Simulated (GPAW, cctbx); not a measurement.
# How far are the atoms of (PbS)1(SnSe)1 from free atoms?

Aim: compute the bonding part of the density of (PbS)1(SnSe)1, find which reflections carry it, and see how it biases an ordinary refinement.

The cell is a (PbS)1(SnSe)1 superlattice along [001] of the rock-salt type, started at the mean lattice constant and relaxed freely, with no substrate. All numbers below are calculated.

**1. Relax the structure**

The density hangs on the geometry, so cell and atoms are relaxed first, with the symmetry held. The cutoff is set higher than for the density because stress converges slowly with plane waves.

Settings: GPAW 26.7.0, PBE, 570 eV, 5×5×4 k-points (along the axes of the calculation cell), Fermi–Dirac width 0.05 eV, BFGS to 0.03 eV/Å.

```text
cell
1.0
     4.270924958    0.000000000    0.000000000
     0.000000000    4.270924958    0.000000000
     0.000000000    0.000000000    6.040000000
Pb S Sn Se
1 1 1 1
Direct
0.000000000 0.000000000 0.000000000
0.500000000 0.500000000 0.000000000
0.500000000 0.500000000 0.500000000
0.000000000 0.000000000 0.500000000
```

```console
$ OMP_NUM_THREADS=1 mpirun -n 4 gpaw python run.py > gpaw.log
```

```text
BFGS:    0      -17.336141        0.100526
BFGS:    1      -17.336532        0.093358
BFGS:    2      -17.338912        0.016174
cell  4.2479 4.2479 6.0719  90.00 90.00 90.00
volume 109.567 A^3, largest force 0.000 eV/A, largest stress 0.09 GPa
```

After 2 steps the volume has changed by -0.6 % and the energy by -0.003 eV; the largest stress left is 0.09 GPa. It took 27 s on 4 cores of Arm Neoverse V1 (shared host), peak memory 0.88 GiB.

Relaxed structure: P4/mmm (no. 123), a = 4.2479 Å, b = 4.2479 Å, c = 6.0719 Å, α = 90.00°, β = 90.00°, γ = 90.00°.

```csv
atom,mult.,x,y,z
Pb1,1,0,0,0
Sn1,1,1/2,1/2,1/2
Se1,1,0,0,1/2
S1,1,1/2,1/2,0
```

**2. Density and charge transfer**

X-rays see the whole electron density, so the PAW density is rebuilt with its core regions. Subtracting spherical free atoms from the same code cancels the cores and leaves the deformation density Δρ, the part due to bonding.

Settings: PBE, 450 eV, 6×6×4 k-points (along the axes of the calculation cell), Fermi–Dirac width 0.05 eV; primitive cell of 4 atoms.

```console
$ OMP_NUM_THREADS=1 mpirun -n 4 gpaw python run.py > gpaw.log
```

```text
|iter:   1|       0s |  -17.876945 | -0.10 |       |
|iter:   2|       1s |  -17.723642 | -1.86 | -1.22 |
|iter:   3|       2s |  -17.257855 | -1.54 | -1.27 |
...
|iter:   7|       6s |  -17.262219c| -5.99 | -3.28 |
|iter:   8|       7s |  -17.262223c| -6.99 | -3.81 |
|iter:   9|       8s |  -17.262223c| -8.06c| -4.54c|
```

```text
grid (42, 42, 60)  electrons 182.000  moved by bonding 0.774 e
deformation density beyond 0.5 A of the nuclei: max 0.053, min -0.032 e/A^3
atom        x       y       z   Voronoi charge  moment
Pb1    0.0000  0.0000  0.0000      0.331       0.00
Sn2    0.5000  0.5000  0.5000      0.269       0.00
Se3    0.0000  0.0000  0.5000     -0.254       0.00
S 4    0.5000  0.5000  0.0000     -0.346       0.00
mean inner potential of superposed free atoms 15.922 V
total magnetic moment 0.000 muB
```

Deformation density in a plane through the shortest contact of the Pb atom at the origin, in 0.01 e/Å³ (clipped at ±99); x from -1.6 to 4.6 Å, y from 2.4 down to -2.4 Å:

```text
  0   3   4   3   2   3   4   2  -1  -3   1   4   2  -3  -2   1
 -1   1   3   4   5   4   2   0  -1  -2  -2  -2  -2  -2  -2   0
 -1   0   1   2   3   2   0  -1  -1  -1   0   1   1   0  -1  -1
  0  -1  -2  -1   0  -1  -2  -1   0   1   3   5   4   2   0  -1
  0  -2  -3  -1   1  -2  -3  -1   1   3   4   5   4   3   2  -1
  2  -1  -1   1   .   2  -2   0   3   4   1   .   0   4   4   1
  3   0   1   .   .   2  -1   0   4   5   0   .   .   4   5   1
  2  -1  -1   1   .   2  -2   0   3   4   1   .   0   4   4   1
  0  -2  -3  -1   1  -2  -3  -1   1   3   4   5   4   3   2  -1
  0  -1  -2  -1   0  -1  -2  -1   0   1   3   5   4   2   0  -1
 -1   0   1   2   3   2   0  -1  -1  -1   0   1   1   0  -1  -1
 -1   1   3   4   5   4   2   0  -1  -2  -2  -2  -2  -2  -2   0
  0   3   4   3   2   3   4   2  -1  -3   1   4   2  -3  -2   1
```

Atoms in or within 0.15 Å of the plane: Pb (0.0, 0.0), S (3.0, 0.0) Å. Dots mark points within about 0.45 Å of a nucleus; large values next to them are atomic features.

S gains most (-0.35 e) and Pb loses most (+0.33 e); S is the most electronegative element, but the order of the others doesn't follow electronegativity. Such charges fall far short of formal ones, since overlapping free atoms already put density on their neighbours. Along the shortest contact from the Pb atom at the map's origin, Pb–S at 3.00 Å, Δρ is +0.02 e/Å³ at the midpoint and highest, +0.05, 2.00 Å from Pb (points within 0.5 Å of a nucleus left out): little piles up between the atoms. At the midpoints of other shortest contacts it is +0.03 (Sn–Se, 3.00 Å) and +0.03 (Pb–Se, 3.04 Å) e/Å³. Point values carry grid noise of about 0.01 e/Å³. The run needed 9 iterations, 14 s.

**3. From the density to structure factors**

The Fourier components of Δρ, added to those of the free atoms, give the static X-ray structure factors; the Mott–Bethe relation turns them into the Fourier components V of the potential that fast electrons feel.

```text
static structure factors of the conventional cell: F in electrons, V (Mott-Bethe) in volts
   h  k  l      d  |F| table  |F| free   |F| DFT   change   |V| free  |V| DFT  change %
   0  0  1  6.0719    14.002    13.926    13.954    0.028     0.115    0.071    -38.2
   1  0  0  4.2479    48.003    47.909    47.846   -0.064     1.578    1.626      3.0
   1  0  1  3.4807    75.611    75.550    75.146   -0.404     3.269    3.474      6.3
   0  0  2  3.0359   155.467   155.468   155.744    0.275    10.230   10.124     -1.0
   1  1  0  3.0037   155.080   155.083   155.331    0.249    10.160   10.066     -0.9
   1  1  1  2.6923    13.497    13.457    13.512    0.056     0.165    0.148    -10.2
   1  0  2  2.4700    44.981    44.955    44.924   -0.031     1.288    1.296      0.6
   1  1  2  2.1353   140.978   140.971   140.912   -0.059     7.826    7.837      0.1
   2  0  0  2.1239   140.734   140.726   140.652   -0.075     7.789    7.803      0.2
   0  0  3  2.0240    13.011    13.032    13.049    0.017     0.166    0.163     -1.8
   2  0  1  2.0048    12.993    13.016    13.053    0.036     0.165    0.159     -3.7
   2  1  0  1.8997    42.624    42.597    42.650    0.053     1.118    1.110     -0.7
   1  0  3  1.8272    66.220    66.192    66.405    0.213     2.208    2.178     -1.3
   2  1  1  1.8131    66.054    66.027    66.227    0.200     2.197    2.169     -1.3
```

The largest X-ray change is -0.40 e on 101, 0.5 % of |F|. For electrons V goes as (Z − F)/g², so a change of F counts against Z − F, which is small at low angle and wherever the atoms' terms cancel: |V| of 001 moves by -38.2 % (0.12 to 0.07 V) against +0.2 % in |F|. The last three rows still change by up to 0.21 e; the table stops while the angles are still low. The tabulated Hartree–Fock atoms differ from the free DFT atoms by up to 0.09 e, so the choice of reference atom matters too.

**4. The functional ladder**

The same geometry is run with other functionals, to see whether the bonding signal is larger than the spread between approximations. Free atoms are LDA for LDA and PBE otherwise; meta-GGAs and hybrids keep PBE cores. Any other changed setting is in the row's label.

| run | ΔF 101 (e) | ΔF 002 (e) | ΔF 110 (e) | q(S) (e) | moved (e) | time |
| --- | --- | --- | --- | --- | --- | --- |
| PBE | -0.404 | +0.275 | +0.249 | -0.346 | 0.774 | 14 s |
| LDA | -0.377 | +0.229 | +0.204 | -0.322 | 0.715 | 13 s |
| SCAN | -0.411 | +0.326 | +0.296 | -0.352 | 0.816 | 35 s |

At the base's settings ΔF(101) spans -0.411 to -0.377 e, a spread of 8 % of the PBE value; over the three listed reflections the spread is at most 37 %, so the sign holds and the size hangs on the functional. Times are from shared hosts.

**5. What a spherical-atom refinement makes of it**

Routine crystallography fits spherical atoms. To see the bias, intensities are simulated from tabulated atoms plus the DFT change ΔF, so that bonding alone can misfit (5038 reflections of the full sphere, merged to the counts below, to 0.45 Å, 0.5 % proportional noise plus counting noise, assumed isotropic U as listed, Δρ smeared by the mean U) and refined with cctbx over different ranges.

```csv
range,data,R1,GooF,U Pb1 (true 0.0024),U Sn1 (true 0.003),U Se1 (true 0.0034),U S1 (true 0.0044),largest shift (Å),"Δρ max, min (e/Å³)"
all data,427,0.0025,0.98,0.0024,0.0030,0.0034,0.0043,0.0000,"0.38, -0.29"
"low resolution, d > 0.84",82,0.0022,1.16,0.0024,0.0030,0.0035,0.0044,0.0000,"0.14, -0.12"
"high order, d < 0.75",319,0.0027,0.93,0.0024,0.0030,0.0034,0.0043,0.0000,"0.32, -0.33"
"occupancies free, d > 0.7",130,0.0021,1.07,0.0024,0.0030,0.0034,0.0044,0.0000,"0.14, -0.12"
```

With all data GooF is 0.98, so at this noise the bonding hardly shows; the top residual peak lies 0.75 Å from Se and 2.29 Å from Pb. No U is off by more than 3 s.u. at low resolution. Symmetry fixes every coordinate, so the shifts are zero by construction. With Pb1 held at 1 and the scale free, the other occupancies refine to Sn1 1.000(0.001), Se1 1.000(0.001) and S1 1.000(0.003), within three s.u. of full.

**6. Answer**

Bonding moves 0.77 e in the primitive cell of (PbS)1(SnSe)1 and changes the structure factors of the conventional cell in the table above by at most 0.40 e (101, 0.5 %). The shortest bond, Pb–S, has Δρ = +0.02 e/Å³ at its midpoint. At the base's settings ΔF(101) spans -0.411 to -0.377 e, a spread of 8 % of the PBE value; over the three listed reflections the spread is at most 37 %, so the sign holds and the size hangs on the functional. With all data GooF is 0.98, so at this noise the bonding hardly shows. Limits: static density, frozen cores, no spin–orbit coupling.

[Outputs are excerpts: Python notices, other lines and further rows are left out; steps that failed or that the build refused (PBEsol, TPSS) are not shown.]

[Logs are printed without paths, hosts, clocks, repeated set-up lines and the standing remarks that a program may print on its own settings, such as how far it seeks lower states.]
